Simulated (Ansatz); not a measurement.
# Glassy 66P2O5-34MgO (mol %) (153 atoms): where an added charge goes, part 2 of 4

Aim: add and remove one electron in glassy 66P2O5-34MgO (mol %) (153 atoms), with atoms held and relaxed, and read trapping energy and localisation.

Ansatz 0.2.0; Kohn-Sham DFT, PBE, PAW (set soft_2), plane waves.

The cell: 38 P, 10 Mg and 105 O. The quench rate of 50 K/ps far exceeds what a furnace or splat quench reaches. The network of bonds at the start is that of the classical potential that made the cell. Only the Γ point is sampled, in a cell whose shortest periodic width is 13 Å.

So far. Step 2 (Single point at the start): The r.m.s. force at the start is 1.7 eV/Å. Step 3 (Relaxation): The relaxation converged after 36 steps, 23.7 eV below its start, with a largest force component of 0.021 eV/Å.

**4. Single point at the relaxed geometry**

One more single point at the end of the walk gives the fuller output and checks the residual forces.

Input file input.yaml:

```yaml
crystal:
  lattice:
    - [12.74765, 0.0, 0.0]
    - [0.0, 12.74765, 0.0]
    - [0.0, 0.0, 12.74765]
  atoms:
    - { symbol: P, position: [0.01965, 0.15539, 0.90765] }
    - { symbol: P, position: [0.55275, 0.46603, 0.93471] }
    - { symbol: P, position: [0.21915, 0.28189, 0.21245] }
    - { symbol: P, position: [0.52101, 0.11435, 0.70004] }
    - { symbol: P, position: [0.89021, 0.08484, 0.2933] }
    - { symbol: P, position: [0.65743, 0.12726, 0.05127] }
    [... 141 atom lines left out ...]
    - { symbol: O, position: [0.52984, 0.36529, 0.38904] }
    - { symbol: O, position: [0.34874, 0.45656, 0.35704] }
    - { symbol: O, position: [0.57217, 0.73617, 0.04487] }
    - { symbol: O, position: [0.62401, 0.90104, 0.76539] }
    - { symbol: O, position: [0.56331, 0.99614, 0.31455] }
    - { symbol: O, position: [0.68385, 0.54118, 0.31501] }
kpoints:
  mp_grid: { grid: [1, 1, 1] }
hamiltonian:
  xc: pbe
scf:
  occupations: { method: fixed }
output:
  forces: true
  stress: true
  populations: true
  dos:
    method: { smearing: { sigma: 0.08 } }
    de: 0.1
    projected: { site_lists: { Mg: [Mg], O: [O], P: [P] } }
  eigenvalues: true
  write_density: true
  write_potential: true
  volumetric_format: npy
  elf: true
```

On the command line:

```console
ansatz run input.yaml --threads 4 --pin off --max-ram 15872MiB --backend cpu --events-out ev --progress --plain --runs-dir out
```

The program printed:

```text
[...]
Crystal: 153 atoms, lattice volume = 2071.526 Å³
Basis set: ecut = 420 eV, 40483 PW (Γ), exchange–correlation on 180×180×180 points (8 copies of the dense FFT grid, shifted against one another)
Bands: 613, of which v1, the nominal top of the filled ones, is band 460 counted from 1 (459 counted from 0)
Symmetry: 1 space group operations
[...]
k-points: 1
[...]
SCF iter   1: F=—  HF=-107593.940938 eV  |F-HF|=—  |Δ(HF+E_count)|=         —  Δρ=3.35e-3  dr2=2.83e-1  ethr=1.77e-3  ⟨swp⟩=6.0  Hψ=2396  notcnv=0  defer=149
[...]
SCF iter  10: F=-107593.910649 eV  HF=-107593.910649 eV  |F-HF|=3.30e-8  |Δ(HF+E_count)|=   1.17e-7  Δρ=2.08e-6  dr2=7.99e-8  ethr=1.09e-11  ⟨swp⟩=26.0  Hψ=6874  notcnv=0
SCF 1 converged in 10 iterations: F = -107593.910649 eV  dr2 = 7.99e-8
[...]
WARN: The input density's exchange-correlation potential varies sharply where the density is thin. Do not read a vacuum level from v_tot or v_xc, or from such a field of the output density. On a cell that repeats whose density bears no net charge and no dipole along the vacuum's axis use v_es (v_loc + v_h of the components); [...]
SCF converged after 10 iterations
Free energy (F): -107593.910649 eV
[...]
Internal energy: -107593.910649 eV  (E = F + TS)
E sigma→0 (E₀):  -107593.910649 eV
Fermi energy:    3.048299 eV
[...]
--- Forces (eV/Å), atoms counted from 1 ---
  atom   1  P     -0.00356584    -0.00176200    -0.01094339
  atom   2  P      0.00218582    -0.00328738     0.00245433
  atom   3  P      0.00209485    -0.00378410     0.00081544
  atom   4  P     -0.00514921     0.01837469     0.00320578
  atom   5  P     -0.00617940    -0.00064070    -0.00368046
  atom   6  P     -0.00798666    -0.00077455     0.00382149
  atom   7  P     -0.00687620    -0.00678497    -0.00310235
  atom   8  P     -0.00252813    -0.00280788    -0.00131562
  atom   9  P     -0.00097083     0.00126868     0.00386582
  atom  10  P      0.00079387    -0.00983063     0.00491588
  atom  11  P     -0.00071825    -0.00198580    -0.00339191
  atom  12  P      0.00218612    -0.00091833    -0.00005675
  atom  13  P      0.00557214    -0.00442096     0.00742806
  atom  14  P     -0.00459603     0.00938462    -0.00195319
[...]
atom 152  O     -0.00111949    -0.00262267    -0.00012656
  atom 153  O      0.00208351    -0.00000591    -0.00206129
  max |Σ_I F_I| component: 8.22e-5 eV/Å
--- Stress (GPa, compression-positive) ---
       -0.163520      -0.437628      -0.220733
       -0.437631      -2.534099      -0.262360
       -0.220733      -0.262356       0.845610
  P = ⅓ Tr σ = -0.6173 GPa (-6.173 kbar)
--- Band table (eV) ---
[...]
--- Löwdin populations: 153 sites ---
  site symbol       q [e]
     0      P      2.7818
     1      P      2.8827
     2      P      2.8325
[...]
152      O      6.7954
  spilling = 0.016438 (of n_electrons = 920.000000)
```

It took 78 s on 4 threads of Arm Neoverse V1, shared host; peak memory 3.3 GiB; 5 min of CPU time.

The program notes that the exchange-correlation potential is rough where the density is thin.

Numbers from this run:

- free energy: -107593.9106 eV
- free energy per atom: -703.2282 eV/atom
- SCF cycles: 10
- pressure: -0.6173 GPa
- r.m.s. force component: 0.00423 eV/Å
- longest force: 0.02199 eV/Å
- Fermi energy: 3.048 eV
- gap (highest filled to lowest empty level): 3.607 eV
- spilling of the projection: 0.01644

Löwdin charges by element and coordination (they lack the spilled electrons, 0.099 e an atom on average):

```tsv
element	coordination	atoms	mean charge (e)	spread	least	most
Mg	all	10	1.65	0.0073	1.64	1.66
Mg	4	4	1.65	0.0072	1.65	1.66
Mg	5	5	1.64	0.004	1.64	1.65
Mg	6	1	1.64	0	1.64	1.64
O	all	105	-0.800	0.0861	-0.983	-0.678
O	1	16	-0.773	0.0363	-0.820	-0.702
O	2	85	-0.800	0.0881	-0.956	-0.678
O	3	4	-0.919	0.0849	-0.983	-0.775
P	all	38	2.18	0.0474	2.04	2.30
P	3	2	2.08	0.0367	2.04	2.12
P	4	35	2.18	0.0419	2.11	2.30
P	5	1	2.14	0	2.14	2.14
```

States in the cell by windows of 1 eV, zero at the Fermi level; the larger projections on atomic orbitals stand beside the total:

```tsv
from (eV)	to (eV)	total	O p	P p	O s
-10	-9	20.8	13.8	4.7	1.0
-9	-8	19.5	13.4	4.8	0.5
-8	-7	17.2	11.4	1.7	2.2
-7	-6	47.2	33.6	5.0	5.8
-6	-5	71.7	56.0	6.8	6.3
-5	-4	80.8	68.7	5.5	4.1
-4	-3	87.1	77.8	3.7	3.1
-3	-2	100.3	92.8	3.3	1.7
-2	-1	94.6	89.2	2.6	0.7
-1	0	41.7	39.8	0.9	0.2
0	1	0.9	0.8	0.0	0.0
1	3	0.0	0.0	0.0	0.0
3	4	2.0	0.2	0.1	0.5
4	5	13.0	2.3	1.7	2.1
```

The curve was stored every 0.10 eV, coarse against its broadening of 0.08 eV, so these counts are rough.

With fixed occupations the program's Fermi level is the highest filled level; weight inside the gap is the broadening of levels at its edges.

Between -26 and -10 eV lie 258 more states.

The levels nearest the highest filled one (over half full), pooled over k-points and spins:

```tsv
level less the highest filled one (eV)	occupation
-0.403	2
-0.312	2
-0.292	2
-0.245	2
-0.180	2
0	2
3.61	0
4.32	0
4.48	0
4.55	0
4.60	0
4.74	0
```

ELF in the bc plane at fractional x = 0.223, with atoms of P and Mg and O within 0.2 Å of it. It is the smooth field of the valence electrons, not physical close to the nuclei.

Ten even steps from '0' (0.00) to '9' (0.86), each cell a mean:
```
100000023332100001488884100000000023
221000258987300000134431000000000011
986200269997300000011100000000000378
798410025653000002577631000000002799
787312210000001002799862000000003799
775457863000011000367631000000000256
234788997200000133201000000000000001
212689997200000243412565300355410012
310268863001343123238999622699850024
100012100016899830179758844899971001
000000000016999961058988401788851000
455300021003788630013455200343310002
999830011000232100000014664210000037
858961000000000000000024675200000258
989950001100000000011112454200000148
566410256642000000026763101000000012
011001578875201111368688510000000000
000002578764457763388699720000000000
100001355101798896247898410000012222
741000135432688896101121000000036888
962002688995248973000000000000159879
951003896697202210000100000000169989
410001588886200000246653100000036776
000000023321000001688896200000001111
```
Columns run along b (12.7 Å), rows up along c (12.7 Å). Atoms in or near the plane, at fractional coordinates: P at (0.28, 0.21), P at (0.70, 0.54), Mg at (0.48, 0.68), O at (0.04, 0.43), O at (0.95, 0.12), O at (0.24, 0.09), O at (0.00, 0.83), O at (0.59, 0.28), O at (0.61, 0.60).

Valence density in the bc plane at fractional x = 0.223, with atoms of P and Mg and O within 0.2 Å of it. It is the smooth field of the valence electrons, not physical close to the nuclei.

Ten steps, logarithmic in the rise over the least value, from '0' (0 e/Å³) to '9' (22 e/Å³), each cell a mean:
```
100000001110000000135531000000000023
100000012321000000012210000000000011
431000012331000000001000000000000023
753100001110000000122100000000000136
653110000000000000223210000000000135
332223321000000001122100000000000012
111245642000000257510000000000000000
001235541000000389731121000000000000
000012210000011256423554211233210000
000000000001244210025775422355410000
000000000001344310013454312343210000
111000000000122100000122212221000000
454200000000000000000011232100000012
676410000000000000000001221000000013
565310000000000000000111111000000012
111000011100000000012331000000000000
000000123321000000135663100000000000
000000123332222221235764100000000000
000000012212346642122331000000000000
100000012322346642100000000000002333
310000135542123321000000000000013665
210000257752000000000000000000013565
100000135541000000123320000000001232
100000012210000000245531000000000012
```
Columns run along b (12.7 Å), rows up along c (12.7 Å). Atoms in or near the plane, at fractional coordinates: P at (0.28, 0.21), P at (0.70, 0.54), Mg at (0.48, 0.68), O at (0.04, 0.43), O at (0.95, 0.12), O at (0.24, 0.09), O at (0.00, 0.83), O at (0.59, 0.28), O at (0.61, 0.60).

Filled and empty levels are parted by 3.61 eV (at Γ alone); a semilocal functional tends to put such gaps too low. In a disordered cell it changes from sample to sample, and tail or defect levels can set it. Mean Löwdin charges: Mg +1.65, O -0.80, P +2.18 e (they miss 1.6 % of the electrons, so they add up to more than the cell's charge).

**5. An extra electron, atoms held**

The electron count changes by one with the atoms held: a vertical process, on a uniform background, with spin and a narrow Fermi–Dirac smearing. Its energy against the neutral cell hangs on the program's zero of potential.

Input file input.yaml:

```yaml
crystal:
  lattice:
    - [12.74765, 0.0, 0.0]
    - [0.0, 12.74765, 0.0]
    - [0.0, 0.0, 12.74765]
  atoms:
    [... the 153 atom lines of step 4 ...]
total_charge: -1
kpoints:
  mp_grid: { grid: [1, 1, 1] }
hamiltonian:
  xc: pbe
scf:
  occupations: { method: fermi_dirac, width: 0.01 }
  lower_state_search: "off"
output:
  forces: true
  stress: true
  populations: true
  dos:
    method: { smearing: { sigma: 0.15 } }
    de: 0.1
    projected: { site_lists: { Mg: [Mg], O: [O], P: [P] } }
  eigenvalues: true
  write_density: true
  write_potential: true
  volumetric_format: npy
magnetization:
  spin_polarized: true
  initial_magnetization: 1
```

The program printed:

```text
[...]
Crystal: 153 atoms, lattice volume = 2071.526 Å³
Basis set: ecut = 420 eV, 40483 PW (Γ), exchange–correlation on 180×180×180 points (8 copies of the dense FFT grid, shifted against one another)
Bands: 614, of which v1, the nominal top of the filled ones, is band 461 counted from 1 (460 counted from 0)
Symmetry: 1 space group operations
[...]
k-points: 1
[...]
Starting moments: Σ|m| = 1 μB on 153 of 153 sites
[...]
SCF iter   1: F=—  HF=-107674.730860 eV  |F-HF|=—  |Δ(HF+E_count)|=         —  Δρ=5.84e-2 (↑5.80e-2 ↓5.84e-2)  dr2=2.96e2  dr2_m=1.27e-2  M=1.000 μB ∫|m|=1.007 μB  β_m=1.00  ethr=3.10e-3  ⟨swp⟩=6.0  Hψ=5362  notcnv=0  defer=276
[...]
spin=Collinear: Resta preconditioning applied to the charge; magnetization (m = ρ↑ − ρ↓) channel mixes plain (no charge-response kernel on spin).
SCF iter   2: F=—  HF=-107608.593870 eV  |F-HF|=—  |Δ(HF+E_count)|=         —  Δρ=2.93e-2 (↑2.92e-2 ↓2.93e-2)  dr2=7.80e1  dr2_m=1.30e-3  M=0.967 μB ∫|m|=1.013 μB  β_m=0.30  ethr=3.10e-3  ⟨swp⟩=3.5  Hψ=2241  notcnv=0  defer=294
[...]
SCF iter   8: F=—  HF=-107587.231984 eV  |F-HF|=—  |Δ(HF+E_count)|=   1.22e-2  Δρ=3.35e-4 (↑2.95e-4 ↓3.35e-4)  dr2=4.42e-3  dr2_m=5.94e-4  M=0.580 μB ∫|m|=0.630 μB  β_m=0.30  ethr=2.23e-6  ⟨swp⟩=4.0  Hψ=1827  notcnv=0  defer=295
[...]
spin-set hold released at iteration 8 (site moments contracting): the magnetisation degrees of freedom join the quasi-Newton model from the next iteration; the mixer history was flushed
SCF iter   9: F=—  HF=-107587.233840 eV  |F-HF|=—  |Δ(HF+E_count)|=   1.86e-3  Δρ=2.46e-4 (↑2.21e-4 ↓2.46e-4)  dr2=2.67e-3  dr2_m=3.34e-4  M=0.571 μB ∫|m|=0.620 μB  β_m=0.65  ethr=4.80e-7  ⟨swp⟩=2.5  Hψ=942  notcnv=0  defer=295
[...]
SCF iter  20: F=-107587.239226 eV  HF=-107587.239226 eV  |F-HF|=1.59e-9  |Δ(HF+E_count)|=   4.51e-9  Δρ=2.31e-7 (↑2.31e-7 ↓2.16e-7)  dr2=4.04e-9  dr2_m=4.17e-11  M=0.390 μB ∫|m|=0.418 μB  ethr=4.33e-12  ⟨swp⟩=8.5  Hψ=8512  notcnv=0
SCF 1 converged in 20 iterations: F = -107587.239226 eV  dr2 = 4.04e-9
[...]
SCF converged after 20 iterations
Magnetization: 0.3898 μB (460.6949 up, 460.3051 down)
Absolute magnetization: 0.4177 μB (∫|ρ↑−ρ↓|, with the PAW one-centre terms)
[...]
Per-site moments (μB) at R_I (Å): [(0.0013953, 0.614662), (0.000336329, 0.606223), (0.000689383, 0.599393), (0.00126231, 0.605961), (0.000339967, 0.607270), [...]
Free energy (F): -107587.239226 eV
[...]
Internal energy: -107587.226924 eV  (E = F + TS)
E sigma→0 (E₀):  -107587.233075 eV
Entropy (-TS):   -0.012303 eV (-0.080 meV/atom)
Fermi energy:    6.707983 eV
[...]
--- Forces (eV/Å), atoms counted from 1 ---
  atom   1  P     -0.00818460     0.02058529     0.00766924
  atom   2  P      0.04487015     0.01969993     0.05028791
  atom   3  P      0.00238882     0.02148268    -0.02803938
  atom   4  P      0.03186272    -0.09338043     0.04972030
  atom   5  P     -0.03686957    -0.06353758    -0.06234617
  atom   6  P     -0.05092329    -0.03022547    -0.03774090
  atom   7  P     -0.00626936     0.04971791     0.07269737
  atom   8  P     -0.04354259    -0.00423822    -0.02728299
  atom   9  P      0.03467315    -0.01855106     0.05729261
  atom  10  P     -0.00082899    -0.01079184    -0.07880162
  atom  11  P      0.02575513     0.09587826     0.07329631
  atom  12  P      0.00333786     0.00993985    -0.03804406
  atom  13  P     -0.02257873     0.03012693    -0.00994507
  atom  14  P      0.06623362    -0.01020966    -0.05693038
[...]
atom 152  O     -0.02107611     0.02680485     0.01302927
  atom 153  O      0.00300182    -0.03640831     0.00057418
  max |Σ_I F_I| component: 2.96e-5 eV/Å
--- Stress (GPa, compression-positive) ---
        0.527969      -0.397673      -0.172170
       -0.397675      -1.698542      -0.234254
       -0.172170      -0.234251       1.491248
  P = ⅓ Tr σ = 0.1069 GPa (1.069 kbar)
--- Band table (eV) ---
[...]
--- Löwdin populations: 153 sites ---
  site symbol       q [e]    m [muB]
     0      P      2.7944     0.0056
     1      P      2.8883     0.0016
     2      P      2.8413     0.0036
[...]
152      O      6.7977     0.0003
  spilling = 0.016454 (of n_electrons = 921.000000)
```

Run time: 4.2 min. Hardware: 4 threads; peak memory 5.8 GiB; 17 min of CPU time.

An extra electron, atoms held: the energy stands 6.67 eV above that of the reference, with a moment of 0.39 μB. An odd electron should give 1 μB; this run ended with the carrier shared between both spins.

The levels nearest the highest filled one (over half full), pooled over k-points and spins:

```tsv
level less the highest filled one (eV)	occupation
-3.88	1
-3.70	1
-3.70	1
0	0.695
0.0165	0.305
0.765	0
0.792	0
0.858	0
```

Spin density in the bc plane at fractional x = 0.223, with atoms of P and Mg and O within 0.2 Å of it.

Ten even steps from '0' (-0.14 × 1e-3 e/Å³) to '9' (2.96 × 1e-3 e/Å³), each cell a mean:
```
111111100000000000014410000000112211
110000000000000000000000000000111111
000000000000000000000000000000001100
110000000000000000000000000000000000
110000000000000000000000000000000001
001000000011100000000000000000000000
111001000011111100000000000000000000
000001000001111001000000000000000000
000000000000001100000000000000000000
000000000000000111000173011000000000
000000000000000000000121001100000000
000000000000000000000012445510000000
110000000000000000000011245310000000
450000000000000000000000000100000000
000000000000000000000000000000000000
000000000000000000000000000000000000
000000000000100001017900000000000000
000000000002100001107900000000000000
000000001003304510110000000000111000
000000001125400100110000000000000000
000000001112200000000000000000000110
000000003510000000000000000000000110
111100000100000000000000000000000000
111111110000000000003300000000111111
```
Columns run along b (12.7 Å), rows up along c (12.7 Å). Atoms in or near the plane, at fractional coordinates: P at (0.28, 0.21), P at (0.70, 0.54), Mg at (0.48, 0.68), O at (0.04, 0.43), O at (0.95, 0.12), O at (0.24, 0.09), O at (0.00, 0.83), O at (0.59, 0.28), O at (0.61, 0.60).

[end of part 2 of 4]

[Long decimals in the printed logs are rounded to 6 places.]

[Logs are printed without paths, hosts, clocks, repeated set-up lines and the standing remarks that a program may print on its own settings, such as how far it seeks lower states.]

[Hosts, paths, dates, database ids (printed as entryN), source tags and the programs' standing remarks are cut or masked in the printed files.]
